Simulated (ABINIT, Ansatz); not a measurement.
# Quasiparticle gap of PNO (P3_2) in ABINIT, part 2 of 3

Aim: the G0W0 gap of PNO (P3_2) on LDA, step by step.

ABINIT 10.8.3; LDA and many-body steps on it, plane waves. Known limits of the many-body steps: not at the basis limit; coarse k mesh.

So far. Step 2 (Ground state): The gap is indirect, with the least direct gap 0.27 eV higher.

## 3. Bands along the symmetry lines

Level of this step: DFT, LDA, plane waves, norm-conserving pseudopotentials (ABINIT).

Levels along a band path, at the cheap level, show where the edges lie and whether the meshes to come will hold them.

The input, run.abi:

```
acell 3*1.0 Angstrom
rprim 
  4.783611555019 -0.000000000004 0.000000000000
  -2.391805777506 4.142729128486 0.000000000000
  0.000000000000 0.000000000000 5.281207000000
ntypat 3
znucl 15 7 8
natom 9
typat 1 1 1 2 2 2 3 3 3
xred 
  0.985906000000 0.461916000000 0.328176000000
  0.538084000000 0.523990000000 0.994842666667
  0.476010000000 0.014094000000 0.661509333333
  0.388331000000 0.260582000000 0.782152000000
  0.872251000000 0.611669000000 0.115485333333
  0.739418000000 0.127749000000 0.448818666667
  0.146478000000 0.720287000000 0.556338000000
  0.279713000000 0.426191000000 0.223004666667
  0.573809000000 0.853522000000 0.889671333333
pp_dirpath "pseudos"
pseudos "P.upf, N.upf, O.upf"
ecut 36
iscf -2
irdden 1
kptopt 0
nkpt 43
kpt 
  0.00000000 0.00000000 0.00000000
  0.12500000 0.00000000 0.00000000
  0.25000000 0.00000000 0.00000000
  0.37500000 0.00000000 0.00000000
  0.50000000 0.00000000 0.00000000
  0.45833333 0.08333333 0.00000000
  0.41666666 0.16666666 0.00000000
  0.37500000 0.25000000 0.00000000
  0.33333333 0.33333333 0.00000000
  0.25000000 0.25000000 0.00000000
  0.16666666 0.16666666 0.00000000
  0.08333333 0.08333333 0.00000000
  0.00000000 0.00000000 0.00000000
  0.00000000 0.00000000 0.12500000
  0.00000000 0.00000000 0.25000000
  0.00000000 0.00000000 0.37500000
  0.00000000 0.00000000 0.50000000
  0.12500000 0.00000000 0.50000000
  0.25000000 0.00000000 0.50000000
  0.37500000 0.00000000 0.50000000
  0.50000000 0.00000000 0.50000000
  0.45833333 0.08333333 0.50000000
  0.41666666 0.16666666 0.50000000
  0.37500000 0.25000000 0.50000000
  0.33333333 0.33333333 0.50000000
  0.25000000 0.25000000 0.50000000
  0.16666666 0.16666666 0.50000000
  0.08333333 0.08333333 0.50000000
  0.00000000 0.00000000 0.50000000
  0.50000000 0.00000000 0.50000000
  0.50000000 0.00000000 0.37500000
  0.50000000 0.00000000 0.25000000
  0.50000000 0.00000000 0.12500000
  0.50000000 0.00000000 0.00000000
  0.33333333 0.33333333 0.50000000
  0.33333333 0.33333333 0.37500000
  0.33333333 0.33333333 0.25000000
  0.33333333 0.33333333 0.12500000
  0.33333333 0.33333333 0.00000000
  0.33333333 0.33333333 -0.12500000
  0.33333333 0.33333333 -0.25000000
  0.33333333 0.33333333 -0.37500000
  0.33333333 0.33333333 -0.50000000
istwfk *1
nband 31
nbdbuf 2
tolwfr 1e-08
nstep 40
prtwf 0
prtvol 0
indata_prefix "in"
outdata_prefix "out"
tmpdata_prefix "tmp"
```

Launch:

```sh
$ OMP_NUM_THREADS=1 mpirun -n 4 abinit run.abi > log
```

Numbers of over 12 decimals in the logs are rounded to 6 here.

Output:

```text
.Version 10.8.3 of ABINIT. v10.8.2 released Aug 2026.

 Symmetries : space group P3_2 (#145); Bravais hP (primitive hexag.)
[... echo of the input left out ...]
== DATASET  1 ==================================================================
-   mpi_nproc: 4, omp_nthreads: 1 (-1 if OMP is not activated)

--- !DatasetInfo
iteration_state: {dtset: 1, }
dimensions: {natom: 9, nkpt: 43, mband: 31, nsppol: 1, nspinor: 1, nspden: 1, mpw: 7316, }
cutoff_energies: {ecut:  36.0, pawecutdg:  -1.0, }
electrons: {nelect:   4.80000000E+01, charge:   0.00000000E+00, occopt:   1.00000000E+00, tsmear:   1.00000000E-02, }

 Real(R)+Recip(G) space primitive vectors, cartesian coordinates (Bohr,Bohr^-1):
 R(1)=  9.0397157  0.0000000  0.0000000  G(1)=  0.1106229  0.0638682  0.0000000
 R(2)= -4.5198579  7.8286235  0.0000000  G(2)=  0.0000000  0.1277364  0.0000000
 R(3)=  0.0000000  0.0000000  9.9800348  G(3)=  0.0000000  0.0000000  0.1002001
 Unit cell volume ucvol=  7.0627240E+02 bohr^3
 Angles (23,13,12)=  9.00000000E+01  9.00000000E+01  1.20000000E+02 degrees

 getcut: wavevector=  0.0000  0.0000  0.0000  ngfft=  50  50  54
         ecut(hartree)=     36.000   => boxcut(ratio)=   2.00330

--- Pseudopotential description ------------------------------------------------
- P Generated using ONCVPSP code by D. R. Hamann
- 15.00000   5.00000  180309                  znucl, zion, pspdat
12 -1012 2 -1 1298                            pspcod,pspxc,lmax,lloc,mmax
     nproj     2     2     2
  pspatm : epsatm=    7.03163270
         --- l  ekb(1:nproj) -->
             0    6.795192    1.078292
             1    3.452929    0.907117
             2   -3.024864   -0.802189
 pspatm: atomic psp has been read  and splines computed

- N Generated using ONCVPSP code by D. R. Hamann
-  7.00000   5.00000  180309                  znucl, zion, pspdat
12 -1012 1 -1 1058                            pspcod,pspxc,lmax,lloc,mmax
     nproj     2     2     0
  pspatm : epsatm=    5.30777321
         --- l  ekb(1:nproj) -->
[...]
pspatm: atomic psp has been read  and splines computed

- O Generated using ONCVPSP code by D. R. Hamann
-  8.00000   6.00000  201201                  znucl, zion, pspdat
12 -1012 2 -1 926                             pspcod,pspxc,lmax,lloc,mmax
     nproj     2     2     1
  pspatm : epsatm=    6.27558587
         --- l  ekb(1:nproj) -->
[...]
2   -1.033686
 pspatm: atomic psp has been read  and splines computed

--------------------------------------------------------------------------------

================================================================================
 prteigrs : about to open file out_EIG
 Non-SCF case, kpt    1 (  0.00000  0.00000  0.00000), residuals and eigenvalues=
  4.47E-09  8.80E-09  9.37E-09  4.72E-09  3.39E-09  9.80E-09  3.02E-09  4.56E-09
[...]
4.3750E-01

--- !ResultsGS
iteration_state: {dtset: 1, }
comment   : Summary of ground state results
lattice_vectors:
- [  9.0397157,  -0.0000000,   0.0000000, ]
- [ -4.5198579,   7.8286235,   0.0000000, ]
- [  0.0000000,   0.0000000,   9.9800348, ]
lattice_lengths: [   9.03972,    9.03972,    9.98003, ]
lattice_angles: [ 90.000,  90.000, 120.000, ] # degrees, (23, 13, 12)
lattice_volume:   7.0627240E+02
convergence: {deltae:  0.000E+00, res2:  0.000E+00, residm:  9.991E-09, diffor:  0.000E+00, }
etotal    :  -1.01642433E+02
entropy   :   0.00000000E+00
fermie    :   1.02975172E-01
cartesian_stress_tensor: null
pressure_GPa: null
xred      :
- [  9.8591E-01,   4.6192E-01,   3.2818E-01,  P]
- [  5.3808E-01,   5.2399E-01,   9.9484E-01,  P]
- [  4.7601E-01,   1.4094E-02,   6.6151E-01,  P]
- [  3.8833E-01,   2.6058E-01,   7.8215E-01,  N]
- [  8.7225E-01,   6.1167E-01,   1.1549E-01,  N]
- [  7.3942E-01,   1.2775E-01,   4.4882E-01,  N]
- [  1.4648E-01,   7.2029E-01,   5.5634E-01,  O]
- [  2.7971E-01,   4.2619E-01,   2.2300E-01,  O]
- [  5.7381E-01,   8.5352E-01,   8.8967E-01,  O]
cartesian_forces: null
force_length_stats: {min: null, max: null, mean: null, }

 Integrated electronic density in atomic spheres:
 ------------------------------------------------
 Atom  Sphere_radius  Integrated_density
[...]
================================================================================

 ----iterations are completed or convergence reached----

 Mean square residual over all n,k,spin=   60.671E-10; max=  99.910E-10
 reduced coordinates (array xred) for    9 atoms
[...]
0.279713000000      0.426191000000      0.223004666667
       0.573809000000      0.853522000000      0.889671333333

 cartesian coordinates (angstrom) at end:
    1      3.611378     1.913593     1.733165
    2      1.320703     2.170749     5.253970
    3      2.243337     0.058388     3.493568
[...]
8      0.318672     1.765594     1.177734
    9      0.703421     3.535910     4.698538
 length scales=  1.889726125908  1.889726125908  1.889726125908 bohr
              =  1.000000000000  1.000000000000  1.000000000000 angstroms
 prteigrs : about to open file out_EIG
 Eigenvalues (hartree) for nkpt=  43  k points:
 kpt#   1, nband= 31, wtk=  1.00000, kpt=  0.0000  0.0000  0.0000 (reduced coord)
[...]
kpt#   2, nband= 31, wtk=  1.00000, kpt=  0.1250  0.0000  0.0000 (reduced coord)
[...]
kpt#   3, nband= 31, wtk=  1.00000, kpt=  0.2500  0.0000  0.0000 (reduced coord)
[...]
kpt#  42, nband= 31, wtk=  1.00000, kpt=  0.3333  0.3333 -0.3750 (reduced coord)
[...]
0.31270    0.33844    0.34150    0.37392    0.37717    0.39200    0.42792
 kpt#  43, nband= 31, wtk=  1.00000, kpt=  0.3333  0.3333 -0.5000 (reduced coord)
[...]
-0.25688   -0.19267   -0.17142   -0.17071   -0.08224   -0.08212   -0.05095   -0.03196
  -0.02519   -0.01900    0.01731    0.02677    0.05364    0.07125    0.07364    0.07979
   0.30936    0.33316    0.33795    0.37154    0.37793    0.40168    0.43750

== END DATASET(S) ==============================================================
================================================================================

 -outvars: echo values of variables after computation  --------
            nband          31
             nkpt          43
          spgroup         145
 [... the other variables as echoed above ...]

 Calculation completed.
```

Elapsed: 73 s, on 4 MPI ranks of Intel Xeon Platinum 8559C (Emerald Rapids), shared host; peak memory 0.47 GiB; 4.9 min of CPU time.

This step gave:

```
gap                        : 5.136 eV
k of the valence top       : 0.5, 0, 0
k of the conduction bottom : 0, 0, 0
least direct gap           : 5.430 eV
```

The gap is 5.136 eV, as in the run before at this level.

Electronic bands along the path, in eV, zero at the top of the highest filled band:

```csv
point,band 21,band 22,band 23,band 24,band 25,band 26,band 27,band 28
Γ,-1.49,-1.12,-0.58,-0.58,5.14,5.55,5.55,6.74
halfway,-1.72,-1.25,-0.36,-0.24,5.22,5.63,6.19,6.95
M,-1.75,-1.30,-0.32,0.00,5.46,6.27,6.72,7.45
halfway,-1.90,-1.22,-0.24,-0.03,5.70,6.33,6.71,7.36
K,-2.02,-1.15,-0.13,-0.09,6.16,6.40,6.47,7.32
halfway,-1.79,-1.26,-0.29,-0.21,5.27,5.73,6.38,7.00
Γ,-1.49,-1.12,-0.58,-0.58,5.14,5.55,5.55,6.74
halfway,-1.51,-1.07,-0.44,-0.40,5.35,5.63,5.69,7.10
A,-1.53,-0.70,-0.70,-0.25,5.35,6.05,6.05,7.16
halfway,-1.45,-0.91,-0.72,-0.29,5.48,5.86,6.20,7.23
L,-1.43,-1.07,-0.59,-0.40,5.56,5.96,6.90,7.24
halfway,-1.37,-1.01,-0.65,-0.52,5.57,6.07,6.68,7.25
H,-1.34,-0.86,-0.80,-0.63,5.62,6.26,6.39,7.31
halfway,-1.42,-0.88,-0.80,-0.33,5.56,5.73,6.40,7.18
A,-1.53,-0.70,-0.70,-0.25,5.35,6.05,6.05,7.16
jump to L,-1.43,-1.07,-0.59,-0.40,5.56,5.96,6.90,7.24
halfway,-1.62,-1.12,-0.51,-0.17,5.53,6.03,6.89,7.36
M,-1.75,-1.30,-0.32,0.00,5.46,6.27,6.72,7.45
jump to H,-1.34,-0.86,-0.80,-0.63,5.62,6.26,6.39,7.31
halfway,-1.61,-1.21,-0.39,-0.28,5.83,6.05,6.36,7.53
K,-2.02,-1.15,-0.13,-0.09,6.16,6.40,6.47,7.32
halfway,-1.97,-0.94,-0.47,-0.25,5.89,6.47,6.63,7.49
H2,-1.34,-0.86,-0.80,-0.63,5.62,6.26,6.39,7.31
```

## 4. Empty states on the mesh, 3×3×2 mesh, 212 bands

The sums over transitions need many empty states on a uniform mesh; this step solves for them.

The input, run.abi:

```
acell 3*1.0 Angstrom
rprim 
  4.783611555019 -0.000000000004 0.000000000000
  -2.391805777506 4.142729128486 0.000000000000
  0.000000000000 0.000000000000 5.281207000000
ntypat 3
znucl 15 7 8
natom 9
typat 1 1 1 2 2 2 3 3 3
xred 
  0.985906000000 0.461916000000 0.328176000000
  0.538084000000 0.523990000000 0.994842666667
  0.476010000000 0.014094000000 0.661509333333
  0.388331000000 0.260582000000 0.782152000000
  0.872251000000 0.611669000000 0.115485333333
  0.739418000000 0.127749000000 0.448818666667
  0.146478000000 0.720287000000 0.556338000000
  0.279713000000 0.426191000000 0.223004666667
  0.573809000000 0.853522000000 0.889671333333
pp_dirpath "pseudos"
pseudos "P.upf, N.upf, O.upf"
ecut 36
ngkpt 3 3 2
nshiftk 1
shiftk 0 0 0
kptopt 1
chksymbreak 0
iscf -2
irdden 1
istwfk *1
nband 212
nbdbuf 18
tolwfr 1e-09
nstep 60
prtvol 0
indata_prefix "in"
outdata_prefix "out"
tmpdata_prefix "tmp"
```

Output:

```text
.Version 10.8.3 of ABINIT. v10.8.2 released Aug 2026.

 Symmetries : space group P3_2 (#145); Bravais hP (primitive hexag.)
[... echo of the input left out ...]
== DATASET  1 ==================================================================
-   mpi_nproc: 4, omp_nthreads: 1 (-1 if OMP is not activated)

--- !DatasetInfo
iteration_state: {dtset: 1, }
dimensions: {natom: 9, nkpt: 6, mband: 212, nsppol: 1, nspinor: 1, nspden: 1, mpw: 7302, }
cutoff_energies: {ecut:  36.0, pawecutdg:  -1.0, }
electrons: {nelect:   4.80000000E+01, charge:   0.00000000E+00, occopt:   1.00000000E+00, tsmear:   1.00000000E-02, }

 Real(R)+Recip(G) space primitive vectors, cartesian coordinates (Bohr,Bohr^-1):
 R(1)=  9.0397157  0.0000000  0.0000000  G(1)=  0.1106229  0.0638682  0.0000000
 R(2)= -4.5198579  7.8286235  0.0000000  G(2)=  0.0000000  0.1277364  0.0000000
 R(3)=  0.0000000  0.0000000  9.9800348  G(3)=  0.0000000  0.0000000  0.1002001
 Unit cell volume ucvol=  7.0627240E+02 bohr^3
 Angles (23,13,12)=  9.00000000E+01  9.00000000E+01  1.20000000E+02 degrees

 getcut: wavevector=  0.0000  0.0000  0.0000  ngfft=  50  50  54
         ecut(hartree)=     36.000   => boxcut(ratio)=   2.00330

--- Pseudopotential description ------------------------------------------------
- P Generated using ONCVPSP code by D. R. Hamann
- 15.00000   5.00000  180309                  znucl, zion, pspdat
12 -1012 2 -1 1298                            pspcod,pspxc,lmax,lloc,mmax
     nproj     2     2     2
  pspatm : epsatm=    7.03163270
         --- l  ekb(1:nproj) -->
             0    6.795192    1.078292
             1    3.452929    0.907117
             2   -3.024864   -0.802189
 pspatm: atomic psp has been read  and splines computed

- N Generated using ONCVPSP code by D. R. Hamann
-  7.00000   5.00000  180309                  znucl, zion, pspdat
12 -1012 1 -1 1058                            pspcod,pspxc,lmax,lloc,mmax
     nproj     2     2     0
  pspatm : epsatm=    5.30777321
         --- l  ekb(1:nproj) -->
[...]
pspatm: atomic psp has been read  and splines computed

- O Generated using ONCVPSP code by D. R. Hamann
-  8.00000   6.00000  201201                  znucl, zion, pspdat
12 -1012 2 -1 926                             pspcod,pspxc,lmax,lloc,mmax
     nproj     2     2     1
  pspatm : epsatm=    6.27558587
         --- l  ekb(1:nproj) -->
[...]
2   -1.033686
 pspatm: atomic psp has been read  and splines computed

--------------------------------------------------------------------------------

================================================================================
 prteigrs : about to open file out_EIG
 Non-SCF case, kpt    1 (  0.00000  0.00000  0.00000), residuals and eigenvalues=
  9.81E-11  1.04E-10  2.57E-10  9.26E-11  9.53E-11  8.34E-10  4.00E-10  9.11E-10
[...]
2.00E-06  7.86E-05  5.85E-05  6.46E-05
 -7.0329E-01 -6.4115E-01 -6.4115E-01 -4.9037E-01 -4.6801E-01 -4.6801E-01
 -3.3537E-01 -3.3537E-01 -2.2752E-01 -1.8611E-01 -1.8611E-01 -1.7674E-01
 -7.5753E-02 -7.2872E-02 -7.2872E-02 -1.1589E-02 -1.1589E-02 -1.1428E-02
[...]
2.7959E+00  2.8344E+00  2.8344E+00  2.8351E+00  2.8499E+00  2.8653E+00
  2.8653E+00  2.8931E+00  2.8968E+00  2.8968E+00  2.9162E+00  2.9163E+00
  2.9444E+00  2.9552E+00
 prteigrs : prtvol=0 or 1, do not print more k-points.

--- !ResultsGS
iteration_state: {dtset: 1, }
comment   : Summary of ground state results
lattice_vectors:
- [  9.0397157,  -0.0000000,   0.0000000, ]
- [ -4.5198579,   7.8286235,   0.0000000, ]
- [  0.0000000,   0.0000000,   9.9800348, ]
lattice_lengths: [   9.03972,    9.03972,    9.98003, ]
lattice_angles: [ 90.000,  90.000, 120.000, ] # degrees, (23, 13, 12)
lattice_volume:   7.0627240E+02
convergence: {deltae:  0.000E+00, res2:  0.000E+00, residm:  9.917E-10, diffor:  0.000E+00, }
etotal    :  -1.01642433E+02
entropy   :   0.00000000E+00
fermie    :   1.02975172E-01
cartesian_stress_tensor: null
pressure_GPa: null
xred      :
- [  9.8591E-01,   4.6192E-01,   3.2818E-01,  P]
- [  5.3808E-01,   5.2399E-01,   9.9484E-01,  P]
- [  4.7601E-01,   1.4094E-02,   6.6151E-01,  P]
- [  3.8833E-01,   2.6058E-01,   7.8215E-01,  N]
- [  8.7225E-01,   6.1167E-01,   1.1549E-01,  N]
- [  7.3942E-01,   1.2775E-01,   4.4882E-01,  N]
- [  1.4648E-01,   7.2029E-01,   5.5634E-01,  O]
- [  2.7971E-01,   4.2619E-01,   2.2300E-01,  O]
- [  5.7381E-01,   8.5352E-01,   8.8967E-01,  O]
cartesian_forces: null
force_length_stats: {min: null, max: null, mean: null, }

 Integrated electronic density in atomic spheres:
 ------------------------------------------------
 Atom  Sphere_radius  Integrated_density
[...]
================================================================================

 ----iterations are completed or convergence reached----

 Mean square residual over all n,k,spin=   40.221E-11; max=  99.174E-11
 reduced coordinates (array xred) for    9 atoms
[...]
0.279713000000      0.426191000000      0.223004666667
       0.573809000000      0.853522000000      0.889671333333

 cartesian coordinates (angstrom) at end:
    1      3.611378     1.913593     1.733165
    2      1.320703     2.170749     5.253970
[...]
9      0.703421     3.535910     4.698538
 length scales=  1.889726125908  1.889726125908  1.889726125908 bohr
              =  1.000000000000  1.000000000000  1.000000000000 angstroms
 prteigrs : about to open file out_EIG
 Eigenvalues (hartree) for nkpt=   6  k points:
 kpt#   1, nband=212, wtk=  0.05556, kpt=  0.0000  0.0000  0.0000 (reduced coord)
[...]
2.74421    2.77311    2.78103    2.78103    2.78535    2.79586    2.79586    2.83437
   2.83437    2.83506    2.84991    2.86533    2.86533    2.89311    2.89678    2.89679
   2.91616    2.91631    2.94437    2.95521
 prteigrs : prtvol=0 or 1, do not print more k-points.

== END DATASET(S) ==============================================================
================================================================================

 -outvars: echo values of variables after computation  --------
            nband         212
             nkpt           6
          spgroup         145
 [... the other variables as echoed above ...]

 Calculation completed.
```

It took 2.2 min on 4 MPI ranks; peak memory 0.51 GiB; 8.8 min of CPU time.

Numbers from this step:

- gap: 5.226 eV
- k of the valence top: 0.3333, 0.3333, 0
- k of the conduction bottom: 0, 0, 0
- least direct gap: 5.422 eV
- k points computed: 6
- lowest point of the top converged band, above the valence top: 71.4917 eV

On this mesh the gap is 5.226 eV. The earlier step found 5.136 eV, so this mesh misses an edge.

## 5. Screening, 3×3×2 mesh, 194 bands, screening to 176.9 eV

The RPA dielectric matrix is built and inverted for each q.

This step: RPA screening on LDA, plane waves, norm-conserving pseudopotentials.

run.abi: that of step 4 with these lines changed.

```diff
@@ -27,10 +27,11 @@
 chksymbreak 0
-iscf -2
-irdden 1
 istwfk *1
-nband 212
-nbdbuf 18
-tolwfr 1e-09
-nstep 60
-prtvol 0
+occopt 1
+irdwfk 1
+optdriver 3
+nband 194
+ecuteps 6.5
+inclvkb 2
+awtr 1
+symchi 1
 indata_prefix "in"
```

Output:

```text
.Version 10.8.3 of ABINIT. v10.8.2 released Aug 2026.

 Symmetries : space group P3_2 (#145); Bravais hP (primitive hexag.)
[... echo of the input left out ...]
== DATASET  1 ==================================================================
-   mpi_nproc: 4, omp_nthreads: 1 (-1 if OMP is not activated)

--- !DatasetInfo
iteration_state: {dtset: 1, }
dimensions: {natom: 9, nkpt: 6, mband: 194, nsppol: 1, nspinor: 1, nspden: 1, mpw: 7302, }
cutoff_energies: {ecut:  36.0, pawecutdg:  -1.0, }
electrons: {nelect:   4.80000000E+01, charge:   0.00000000E+00, occopt:   1.00000000E+00, tsmear:   1.00000000E-02, }

 SCREENING: Calculation of the susceptibility and dielectric matrices

 Based on a program developped by R.W. Godby, V. Olevano, G. Onida, and L. Reining.
 Incorporated in ABINIT by V. Olevano, G.-M. Rignanese, and M. Torrent.
.Using double precision arithmetic ; gwpc =  8

[... cell and pseudopotentials left out ...]
--------------------------------------------------------------------------------

 ==== K-mesh for the wavefunctions ====
 Number of points in the irreducible wedge :     6
[... list of points left out ...]
 Together with  3 symmetry operations and time-reversal symmetry
 yields    18 points in the full Brillouin Zone.

 ==== Q-mesh for the screening function ====
 Number of points in the irreducible wedge :     6
[... list of points left out ...]
 Together with  3 symmetry operations and time-reversal symmetry
 yields    18 points in the full Brillouin Zone.

 setmesh: FFT mesh size selected  =    32x   32x   45
          total number of points  =        46080

 vcoul_init : cutoff-mode = AUXILIARY_FUNCTION
 q-points for optical limit:   1
     1)      0.000010    0.000020    0.000030

- screening: taking advantage of time-reversal symmetry
- Maximum band index for partially occupied states nbvw = 24
- Remaining bands to be divided among processors   nbcw = 170
- Number of bands treated by each node ~42

 Number of electrons calculated from density =   48.0000; Expected =   48.0000
 average of density, n =  0.067962
 r_s =    1.5201
 omega_plasma =   25.1472 [eV]

 calculating chi0 at frequencies [eV] :
  1    0.000000E+00    0.000000E+00
  2    0.000000E+00    2.514723E+01

--------------------------------------------------------------------------------
  q-point number  1        q = ( 0.000000, 0.000000, 0.000000) [r.l.u.]
--------------------------------------------------------------------------------
[... chi0 elements left out ...]
 For q-point:  0.000010 0.000020 0.000030
  dielectric constant =   3.2963
  dielectric constant without local fields =   3.6812

  Average fulfillment of the sum rule on Im[epsilon] for q-point    1 :     69.11  [%]
[... wings left out ...]
  q-point number  2        q = ( 0.333333, 0.000000, 0.000000) [r.l.u.]
--------------------------------------------------------------------------------
[... chi0 elements left out ...]
  Average fulfillment of the sum rule on Im[epsilon] for q-point    2 :     75.05  [%]

 [... 4 further q-points ...]
```

It took 2.4 min on 4 MPI ranks; peak memory 1.9 GiB; 9.6 min of CPU time.

Numbers from this step:

- ε∞ with local fields, on this mesh, along the program's q direction: 3.296
- the same without local fields: 3.681
- plasma frequency: 25.15 eV
- plane waves in the screening matrix: 563

Local fields lower ε∞ by 10 %. On a Γ-centred mesh this coarse the value itself is usually too large, while a short band sum pulls it down.

[end of part 2 of 3]

[Paths, hosts, dates, memory and timing lines, banners, echoed tables and standing remarks are left out of the program output.]

[Logs are printed without paths, hosts, clocks, repeated set-up lines and the standing remarks that a program may print on its own settings, such as how far it seeks lower states.]

[Runs of the session that timed out or met a known fault of the program may be left out.]

[Hosts, paths, dates, database ids (printed as entryN), source tags and the programs' standing remarks are cut or masked in the printed files.]

[G0W0 gaps are taken among the corrected bands and points alone; a level outside them can change the order at an edge.]

[Where Ansatz stands beside ABINIT at settings called matched, ABINIT's density can come from a denser mesh and the files from another edition; pairs whose starting gaps differed by over 0.03 eV were left out, so agreement reads better than it is.]
